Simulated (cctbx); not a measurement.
## Diagnosing a refinement

Cell a = 4.8140 Å, b = 4.8140 Å, c = 10.4100 Å, α = 90.00°, β = 90.00°, γ = 90.00°; space group P4/nmm (no. 129, origin choice 1). The compound is ErBi2Pd2.

The data are simulated with cctbx, not measured: Cu Kα, λ = 1.54184 Å, to d = 0.83 Å, 80 % of the full sphere, strongest reflection 5000 counts, noise from counting, a 6 % proportional error and a noise floor of 8 counts (s.d.); no absorption.

An isotropic refinement with weights 1/σ² prints:

```text
Rint 0.071, 160 unique reflections to 0.83 A
cycle     R1     wR2    GooF  max shift (A)
   1  0.4921  0.7952  18.622   0.12394
   5  0.0326  0.0840   1.968   0.00005
final R1 0.0326 wR2 0.0840 GooF 1.968  parameters 11  data/parameter 14.5
atom        x        y        z      Ueq    occ   su(xyz)  su(Uiso or U11)
Bi1    0.50000  0.00000  0.11917   0.0094  1.000  0.00018  0.0006
Bi2    0.50000  0.50000  0.50000   0.0118  1.000  0.00000  0.0006
Er1    0.50000  0.00000  0.77770   0.0087  1.000  0.00026  0.0007
Pd1    0.50000  0.00000  0.36593   0.0104  1.000  0.00035  0.0008
Pd2    0.50000  0.50000  0.00000   0.0108  1.000  0.00000  0.0008
Pd3    0.00000  0.27049  0.25216   0.7618  1.000  0.00766  0.0469
difference map: max 5.19 min -4.46 rms 0.86
Q1    0.0000  0.5000  0.1204    2    5.19  1.06 A from Er1
Q2    0.0000  0.0000  0.1972    4    2.47  1.42 A from Pd3
Q3    0.0000  0.2167  0.1408    8    2.17  1.19 A from Pd3
Q4    0.1155  0.1775  0.8615   16    2.07  1.64 A from Pd3
Q5    0.0000  0.3841  0.4087    8    1.95  1.72 A from Pd3
Q6    0.0822  0.4178  0.2174    8    1.92  0.56 A from Er1
```

Q: Accept it or mend it, and why?

Mend it. The fault: spurious atom: Pd3. Against the right model at the same level, R1 goes from 0.0210 to 0.0326 and GooF from 1.10 to 1.97 and Pd3 takes U = 0.76 Å². A site with no density behind it hides by a very large U or drifts.

The compound is ErBi2Pd2. The right model at the same level gives:

```text
Rint 0.071, 160 unique reflections to 0.83 A
cycle     R1     wR2    GooF  max shift (A)
   1  0.0837  0.1857   4.307   0.05147
   2  0.0210  0.0473   1.096   0.00000
final R1 0.0210 wR2 0.0473 GooF 1.096  parameters 8  data/parameter 20.0
atom        x        y        z      Ueq    occ   su(xyz)  su(Uiso or U11)
Bi1    0.50000  0.00000  0.11916   0.0101  1.000  0.00010  0.0003
Bi2    0.50000  0.50000  0.50000   0.0126  1.000  0.00000  0.0003
Er1    0.50000  0.00000  0.77756   0.0095  1.000  0.00014  0.0004
Pd1    0.50000  0.00000  0.36596   0.0110  1.000  0.00019  0.0004
Pd2    0.50000  0.50000  0.00000   0.0115  1.000  0.00000  0.0005
difference map: max 3.38 min -3.36 rms 0.56
Q1    0.0000  0.5000  0.1189    2    3.38  1.08 A from Er1
Q2    0.0000  0.5000  0.8661    2    2.48  0.15 A from Bi1
Q3    0.0000  0.5000  0.9925    2    2.38  1.16 A from Bi1
Q4    0.0000  0.0000  0.0708    4    1.88  0.74 A from Pd2
Q5    0.0000  0.5000  0.7310    2    1.79  1.01 A from Pd1
Q6    0.1083  0.1837  0.8642   16    1.77  1.62 A from Bi1
```

This is a model crystal, built by substitution and not relaxed, with assumed displacement parameters.

[Middle refinement cycles are left out of these outputs.]

[Logs are printed without paths, hosts, clocks, repeated set-up lines and the standing remarks that a program may print on its own settings, such as how far it seeks lower states.]
